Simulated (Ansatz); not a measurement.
# TaN (Fm-3m): zone-centre modes under pressure, part 2 of 2

Wanted: Grüneisen parameters and pressure coefficients of the modes of TaN (Fm-3m).

Ansatz 0.2.0; DFT PBEsol, scalar-relativistic, plane waves, PAW; PAW set soft_1.

So far. Step 3 (Tight relaxation): The forces vanish by symmetry and the pressure is -0.003 GPa, within the tolerances set. The cell now holds 10.47 Å³/atom.

## (4) Zone-centre response at rest

The force constants come from the linear response of the density to a displacement.

The modes at rest are the reference of the series.

Contents of input.yaml:

```yaml
crystal:
  lattice:
    - [0.0, 2.1873937283, 2.1873937283]
    - [2.1873937283, 0.0, 2.1873937283]
    - [2.1873937283, 2.1873937283, 0.0]
  atoms:
    - { symbol: "N", position: [0.0, 0.0, 0.0] }
    - { symbol: Ta, position: [0.5, 0.5, 0.5] }
kpoints:
  mp_grid: { grid: [16, 16, 16] }
hamiltonian:
  xc: pbesol
  pseudopotentials: { kind: paw, azcp: { folder: soft_1 }, xc_functional: pbe }
scf:
  occupations: { method: methfessel_paxton, width: 0.2 }
output:
  eigenvalues: true
phonons:
  method: dfpt
```

Launch:

```
$ ansatz run input.yaml --threads 4 --pin off --max-ram 10240MiB --backend cpu --events-out ev --progress --plain --runs-dir out
```

Numbers of over 12 decimals in the logs are rounded to 6 here.

Log:

```text
[...]
Crystal: 2 atoms, lattice volume = 20.932 Å³
Basis set: ecut = 420 eV, 411 PW (Γ), exchange–correlation on 48×48×48 points (8 copies of the dense FFT grid, shifted against one another)
Bands: 13, of which v1, the nominal top of the filled ones, is band 9 counted from 1 (8 counted from 0)
Symmetry: 48 space group operations
k-points: 349 of 4096 (irreducible under 8 space group operations, time reversal used)
[...]
SCF iter   1: F=—  HF=-10188.068903 eV  |F-HF|=—  |Δ(HF+E_count)|=         —  Δρ=4.82e-2  dr2=4.77e-1  ethr=3.10e-3  ⟨swp⟩=5.1  Hψ=48318  notcnv=0
[...]
SCF iter   8: F=-10187.980118 eV  HF=-10187.980118 eV  |F-HF|=5.46e-12  |Δ(HF+E_count)|=  4.55e-11  S|Δr|=    0.00e0  Δρ=7.24e-8  dr2=4.85e-13  ethr=1.00e-12  ⟨swp⟩=9.4  Hψ=26678  notcnv=0
SCF 1 converged in 8 iterations: F = -10187.980118 eV  dr2 = 4.85e-13
[...]
DFPT response loops at Γ: preconditioner auto → Kerker (q_TF=auto, 2.661 Å⁻¹) (partly filled bands, converged f_vac=0.000); β = 1.00, the filter's whole step (`scf.mixing.beta` (0.50) is not read by the response loops under this deck's `scf.mixing.preconditioner`; to damp them name `kerker` or `kerker_dos`, under which they read `scf.mixing.beta`, and type it under 1.00, their step now; both keys bind the ground state too); Broyden in place of MSR1
SCF converged after 8 iterations
[...]
Free energy (F): -10187.980118 eV
[...]
Internal energy: -10187.977690 eV  (E = F + TS)
E sigma→0 (E₀):  -10187.979511 eV
Entropy (-TS):   -0.002428 eV (-1.214 meV/atom)
Fermi energy:    21.773464 eV
[...]
--- Band table (eV; the first three rows and the last of 349) ---
  k-point 0: bands = [... 5 lower, 17.9269, 17.9269, 17.9269, 19.6247, 19.6247, 19.6247, 21.8336, 21.8336, ... 4 higher]
  k-point 1: bands = [... 5 lower, 17.4077, 17.5761, 17.5761, 19.7866, 19.7866, 19.8586, 22.2366, 22.2366, ... 4 higher]
  k-point 2: bands = [... 5 lower, 16.3582, 16.8533, 16.8533, 20.1624, 20.1624, 20.2032, 23.2144, 23.2144, ... 4 higher]
  k-point 348: bands = [... 5 lower, 14.2220, 14.9459, 14.9459, 21.5923, 21.5923, 25.4771, 26.0131, 26.4135, ... 4 higher]
--- Phonons (Γ-DFPT): 2 representative perturbations + reference, on 349 of 4096 k-points (Σ response iterations 6) ---
  k mesh reduced under 8 symmetry operations, with k and −k counted as one. Each operation leaves every solved perturbation unchanged. A smaller set is not used because it would not reduce the number of displacements times k-points to solve
  ASR residual: 3.965e-5 → 0.000e0 eV/Å²; symmetrization residual: 6.013e-7 eV/Å²
  ASR residual per site (eV/Å²): 1.63e-5 3.96e-5
  Γ frequencies (cm⁻¹): 0.00 0.00 0.00 407.61 407.61 407.61
  non-analytic LO–TO correction: not included (Born effective charges unavailable; polar crystals: no LO–TO splitting at Γ)
```

Run time: 7.1 s. Hardware: 4 threads of Intel Xeon at 2.60GHz (Ice Lake), shared host; peak memory 0.65 GiB.

Numbers from this step:

```yaml
sum_rule_residual_before_enforcement: 3.96e-5 eV/Å²
point_group: m-3m
highest_optical_mode_at_the_zone_centre_no_lo_to_term: 407.6 cm⁻¹
lowest_optical_zone_centre_mode: 407.6 cm⁻¹
```

Patterns of degenerate modes are one choice out of their space. The modes at Γ (shares of kinetic energy by element, %):

```
mode  frequency (cm⁻¹)  symmetry  N %  Ta %
   1               0.0  acoustic    7    93
   2               0.0  acoustic    7    93
   3               0.0  acoustic    7    93
   4             407.6       T1u   93     7
   5             407.6       T1u   93     7
   6             407.6       T1u   93     7
```

Displacements in mode 4 (407.6 cm⁻¹), the largest set to 1:
```
N1   0.00  0.00  1.00
Ta2  0.00  0.00 -0.08
```

Before it was imposed, the acoustic sum rule was missed by 4.0e-5 eV/Å². Small misses are needed for a sound result but don't prove that mesh and cutoff are converged. The lowest optical mode is real, 408 cm⁻¹.

## (5) Ground state of a member: 1.06 times the volume at rest

The cell is set to 1.06 times the volume at rest; symmetry leaves nothing else free, so this is a single point.

input.yaml, the sections that differ from step 4:

```yaml
crystal:
  lattice:
    - [0.0, 2.2302946931, 2.2302946931]
    - [2.2302946931, 0.0, 2.2302946931]
    - [2.2302946931, 2.2302946931, 0.0]
  atoms:
    - { symbol: "N", position: [0.0, 0.0, 0.0] }
    - { symbol: Ta, position: [0.5, 0.5, 0.5] }
output:
  forces: true
  stress: true
  eigenvalues: true
# kpoints, hamiltonian, scf: as in step 4
# phonons: removed
```

Log:

```text
[...]
Crystal: 2 atoms, lattice volume = 22.188 Å³
Basis set: ecut = 420 eV, 411 PW (Γ), exchange–correlation on 48×48×48 points (8 copies of the dense FFT grid, shifted against one another)
Bands: 13, of which v1, the nominal top of the filled ones, is band 9 counted from 1 (8 counted from 0)
Symmetry: 48 space group operations
[...]
k-points: 145 of 4096
[...]
SCF iter   1: F=—  HF=-10187.968260 eV  |F-HF|=—  |Δ(HF+E_count)|=         —  Δρ=4.34e-2  dr2=3.82e-1  ethr=3.10e-3  ⟨swp⟩=5.0  Hψ=19959  notcnv=0
[...]
SCF iter   6: F=-10187.904523 eV  HF=-10187.904523 eV  |F-HF|=7.64e-10  |Δ(HF+E_count)|=   8.37e-8  S|Δr|=    0.00e0  Δρ=1.06e-5  dr2=6.54e-9  ethr=5.56e-10  ⟨swp⟩=8.1  Hψ=11573  notcnv=0
SCF 1 converged in 6 iterations: F = -10187.904523 eV  dr2 = 6.54e-9
[...]
SCF converged after 6 iterations
[...]
Free energy (F): -10187.904523 eV
[...]
Internal energy: -10187.902169 eV  (E = F + TS)
E sigma→0 (E₀):  -10187.903934 eV
Entropy (-TS):   -0.002353 eV (-1.177 meV/atom)
Fermi energy:    20.430408 eV
[...]
--- Stress (GPa, compression-positive) ---
      -18.299125       0.000000       0.000000
       -0.000000     -18.299125      -0.000000
        0.000000      -0.000000     -18.299125
  P = ⅓ Tr σ = -18.2991 GPa (-182.991 kbar)
--- Band table (eV; the first three rows and the last of 145) ---
  k-point 0: bands = [... 5 lower, 16.7529, 16.7529, 16.7529, 18.4413, 18.4413, 18.4413, 20.4760, 20.4760, ... 4 higher]
  k-point 1: bands = [... 5 lower, 16.2519, 16.4294, 16.4294, 18.5906, 18.5906, 18.6514, 20.8478, 20.8478, ... 4 higher]
  k-point 2: bands = [... 5 lower, 15.2379, 15.7573, 15.7573, 18.9398, 18.9398, 18.9581, 21.7536, 21.7536, ... 4 higher]
  k-point 144: bands = [... 5 lower, 13.2400, 13.8333, 13.8333, 20.2676, 20.2676, 23.8037, 24.1794, 24.6449, ... 4 higher]
```

Wall time 0.98 s (4 threads); peak memory 0.39 GiB; 3 s of CPU time.

Numbers from this step:

```yaml
pressure: -18.30 GPa
volume_per_atom: 11.09 Å³
```

The forces vanish by symmetry, at a pressure of -18.30 GPa.

## (6) Modes of this member: 1.06 times the volume at rest

The zone-centre modes follow for 1.06 times the volume at rest.

Edit input.yaml of step 5 so:

```diff
@@ -16,4 +16,4 @@
 output:
-  forces: true
-  stress: true
   eigenvalues: true
+phonons:
+  method: dfpt
```

Log:

```text
[...]
Crystal: 2 atoms, lattice volume = 22.188 Å³
Basis set: ecut = 420 eV, 411 PW (Γ), exchange–correlation on 48×48×48 points (8 copies of the dense FFT grid, shifted against one another)
Bands: 13, of which v1, the nominal top of the filled ones, is band 9 counted from 1 (8 counted from 0)
Symmetry: 48 space group operations
k-points: 349 of 4096 (irreducible under 8 space group operations, time reversal used)
[...]
SCF iter   1: F=—  HF=-10187.968197 eV  |F-HF|=—  |Δ(HF+E_count)|=         —  Δρ=4.34e-2  dr2=3.83e-1  ethr=3.10e-3  ⟨swp⟩=5.0  Hψ=48266  notcnv=0
[...]
SCF iter   8: F=-10187.904523 eV  HF=-10187.904523 eV  |F-HF|=0.00e0  |Δ(HF+E_count)|=  3.64e-12  S|Δr|=    0.00e0  Δρ=2.89e-8  dr2=1.24e-13  ethr=1.00e-12  ⟨swp⟩=8.9  Hψ=25640  notcnv=0
SCF 1 converged in 8 iterations: F = -10187.904523 eV  dr2 = 1.24e-13
[...]
SCF converged after 8 iterations
[...]
Free energy (F): -10187.904523 eV
[...]
Internal energy: -10187.902169 eV  (E = F + TS)
E sigma→0 (E₀):  -10187.903934 eV
Entropy (-TS):   -0.002353 eV (-1.177 meV/atom)
Fermi energy:    20.430433 eV
[...]
--- Band table (eV; the first three rows and the last of 349) ---
  k-point 0: bands = [... 5 lower, 16.7529, 16.7529, 16.7529, 18.4413, 18.4413, 18.4413, 20.4760, 20.4760, ... 4 higher]
  k-point 1: bands = [... 5 lower, 16.2520, 16.4294, 16.4294, 18.5907, 18.5907, 18.6514, 20.8478, 20.8478, ... 4 higher]
  k-point 2: bands = [... 5 lower, 15.2379, 15.7574, 15.7574, 18.9398, 18.9398, 18.9581, 21.7536, 21.7536, ... 4 higher]
  k-point 348: bands = [... 5 lower, 13.2400, 13.8333, 13.8333, 20.2677, 20.2677, 23.8037, 24.1794, 24.6449, ... 4 higher]
[...]
ASR residual: 1.946e-5 → 0.000e0 eV/Å²; symmetrization residual: 2.926e-7 eV/Å²
  ASR residual per site (eV/Å²): 1.95e-5 2.23e-6
  Γ frequencies (cm⁻¹): 0.00 0.00 0.00 330.31 330.31 330.31
[...]
```

The job ended after 7.6 s (4 threads; peak memory 0.64 GiB).

This step gave:

| Item | Value |
| --- | --- |
| sum-rule residual before enforcement | 1.95e-5 eV/Å² |
| highest optical mode at the zone centre (no LO-TO term) | 330.3 cm⁻¹ |
| lowest optical zone-centre mode | 330.3 cm⁻¹ |

Patterns of degenerate modes are one choice out of their space. Modes at Γ, with each element's share of the kinetic energy:

```
mode  frequency (cm⁻¹)  symmetry  N %  Ta %
   1               0.0  acoustic    7    93
   2               0.0  acoustic    7    93
   3               0.0  acoustic    7    93
   4             330.3       T1u   93     7
   5             330.3       T1u   93     7
   6             330.3       T1u   93     7
```

The optical mode lies at 330.3 cm⁻¹.

Between step 4 and this run (volume ratio 1.06) the value for the highest optical mode at the zone centre (no LO-TO term) moves from 408 cm⁻¹ to 330 cm⁻¹ (-19 %).

## (7) Ground state of a member: 0.9 times the volume at rest

The cell is set to 0.9 times the volume at rest; symmetry leaves nothing else free, so this is a single point.

input.yaml, the sections that differ from step 6:

```yaml
crystal:
  lattice:
    - [0.0, 2.1119054246, 2.1119054246]
    - [2.1119054246, 0.0, 2.1119054246]
    - [2.1119054246, 2.1119054246, 0.0]
  atoms:
    - { symbol: "N", position: [0.0, 0.0, 0.0] }
    - { symbol: Ta, position: [0.5, 0.5, 0.5] }
output:
  forces: true
  stress: true
  eigenvalues: true
# kpoints, hamiltonian, scf: as in step 6
# phonons: removed
```

Log:

```text
[...]
Crystal: 2 atoms, lattice volume = 18.839 Å³
Basis set: ecut = 420 eV, 339 PW (Γ), exchange–correlation on 40×40×40 points (8 copies of the dense FFT grid, shifted against one another)
Bands: 13, of which v1, the nominal top of the filled ones, is band 9 counted from 1 (8 counted from 0)
Symmetry: 48 space group operations
[...]
k-points: 145 of 4096
[...]
k-point 0: bands = [... 5 lower, 20.2157, 20.2157, 20.2157, 21.8900, 21.8900, 21.8900, 24.4453, 24.4453, ... 4 higher]
  k-point 1: bands = [... 5 lower, 19.6508, 19.8064, 19.8064, 22.0775, 22.0775, 22.1743, 24.9126, 24.9126, ... 4 higher]
  k-point 2: bands = [... 5 lower, 18.5298, 18.9798, 18.9798, 22.5051, 22.5051, 22.5902, 26.0353, 26.0353, ... 4 higher]
  k-point 144: bands = [... 5 lower, 16.1306, 17.1590, 17.1590, 24.1431, 24.1431, 28.7208, 29.5979, 29.8548, ... 4 higher]
[key lines of the parts left out:]
SCF converged after 7 iterations
Free energy (F): -10187.698002 eV
Fermi energy:    24.354226 eV
P = ⅓ Tr σ = 47.4794 GPa (474.794 kbar)
```

Elapsed: 1.7 s, on 4 threads; peak memory 0.39 GiB.

Numbers from this step:

```yaml
pressure: 47.48 GPa
volume_per_atom: 9.419 Å³
```

The forces vanish by symmetry, at a pressure of 47.48 GPa.

## (8) Zone-centre modes of the member: 0.9 times the volume at rest

The zone-centre modes follow for 0.9 times the volume at rest.

Edit input.yaml of step 7 so:

```diff
@@ -16,4 +16,4 @@
 output:
-  forces: true
-  stress: true
   eigenvalues: true
+phonons:
+  method: dfpt
```

Log:

```text
[...]
Crystal: 2 atoms, lattice volume = 18.839 Å³
Basis set: ecut = 420 eV, 339 PW (Γ), exchange–correlation on 40×40×40 points (8 copies of the dense FFT grid, shifted against one another)
Bands: 13, of which v1, the nominal top of the filled ones, is band 9 counted from 1 (8 counted from 0)
Symmetry: 48 space group operations
k-points: 349 of 4096 (irreducible under 8 space group operations, time reversal used)
[...]
k-point 2: bands = [... 5 lower, 18.5298, 18.9798, 18.9798, 22.5051, 22.5051, 22.5902, 26.0353, 26.0353, ... 4 higher]
  k-point 348: bands = [... 5 lower, 16.1306, 17.1590, 17.1590, 24.1431, 24.1431, 28.7208, 29.5979, 29.8548, ... 4 higher]
[...]
ASR residual: 2.065e-5 → 0.000e0 eV/Å²; symmetrization residual: 2.940e-8 eV/Å²
  ASR residual per site (eV/Å²): 1.25e-5 2.06e-5
  Γ frequencies (cm⁻¹): 0.00 0.00 0.00 541.87 541.87 541.87
[...]
[key lines of the parts left out:]
SCF converged after 8 iterations
Free energy (F): -10187.698002 eV
Fermi energy:    24.354227 eV
```

The job ended after 6.7 s (4 threads; peak memory 0.62 GiB; 23 s of CPU time).

This step gave:

- sum-rule residual before enforcement: 2.06e-5 eV/Å²
- highest optical mode at the zone centre (no LO-TO term): 541.9 cm⁻¹
- lowest optical zone-centre mode: 541.9 cm⁻¹

Patterns of degenerate modes are one choice out of their space. Modes at Γ, with each element's share of the kinetic energy:

```
mode  frequency (cm⁻¹)  symmetry  N %  Ta %
   1               0.0  acoustic    7    93
   2               0.0  acoustic    7    93
   3               0.0  acoustic    7    93
   4             541.9       T1u   93     7
   5             541.9       T1u   93     7
   6             541.9       T1u   93     7
```

The optical mode lies at 541.9 cm⁻¹.

Between step 4 and this run (volume ratio 0.9) the value for the highest optical mode at the zone centre (no LO-TO term) moves from 408 cm⁻¹ to 542 cm⁻¹ (+33 %).

## (9) All members side by side

The members are set side by side, also those not shown above.

Each row is one cell with its response, relaxed at fixed volume as far as symmetry leaves anything free; energies are extrapolated to zero smearing, and E0 is that at rest; shape and atoms are relaxed in each cell where symmetry leaves them free; all runs use 16×16×16 k points and Methfessel-Paxton smearing of 0.2 eV. State of the crystal along the series:

```
volume ratio  V (Å³/atom)  pressure (GPa)  E - E0 (meV/atom)
         0.9        9.419           47.48                141
        0.92        9.629           35.81              86.78
        0.94        9.838           25.34              46.97
        0.96        10.05           15.96               20.1
        0.98        10.26           7.546              4.837
        0.99        10.36           3.669              1.182
           1        10.47       -0.002939                  0
        1.02        10.68          -6.776              4.493
        1.04        10.88          -12.85              17.38
        1.06        11.09           -18.3              37.79
```

Each mode is tracked from rest by its pattern, and modes that stay within 0.3 cm⁻¹ of each other stand once; shape and atoms are relaxed in each cell where symmetry leaves them free; all runs use 16×16×16 k points and Methfessel-Paxton smearing of 0.2 eV. Optical modes along the series:

```
V (Å³/atom)  mode 4 T1u (cm⁻¹)
      9.419              541.9
      9.629                514
      9.838              486.8
      10.05                460
      10.26              433.7
      10.36              420.6
      10.47              407.6
      10.68              381.8
      10.88              356.1
      11.09              330.3
```

From cubic fits (parabolas where under five rows exist) of ln ω and P against ln V through the rows within about 4 % of rest: γ = −d ln ω / d ln V and dω/dP = γ ω / B. Slopes at rest:

```
      mode  fitted frequency at rest (cm⁻¹)  Grüneisen parameter γ  dω/dP (cm⁻¹/GPa)
mode 4 T1u                            407.6                   3.18              3.63
```

## (10) Outcome

| Item | Value |
| --- | --- |
| members | 10 |
| highest optical mode at the zone centre (no LO-TO term), at rest | 407.6 cm⁻¹ |
| bulk modulus at rest | 358 GPa |
| mode 4 T1u, γ | 3.18 |

The series spans -18.3 to 47.5 GPa, and the slope at rest gives a bulk modulus of 358 GPa. The optical mode has γ = 3.18 and moves by 3.6 cm⁻¹ for each GPa. One k mesh and one cutoff serve the ground states and modes of all volumes. These are harmonic frequencies at zero temperature: anharmonic shifts, linewidths and thermal expansion are left out. Spin-orbit coupling is left out, which can matter for the heavy elements here. With no gap, or one that is small against the smearing, the frequencies hang on the k mesh and the smearing, most of all near Kohn anomalies. The PAW files were made for PBE; the program adapts parts of them to the functional of the run, but their partial waves stay those of PBE, an approximation that was not tested in this session. Only the zone centre was solved, so an instability at another wavevector cannot show here.

[Logs are printed without paths, hosts, clocks, repeated set-up lines and the standing remarks that a program may print on its own settings, such as how far it seeks lower states.]

[Hosts, paths, dates, database ids (printed as entryN), source tags and the programs' standing remarks are cut or masked in the printed files.]
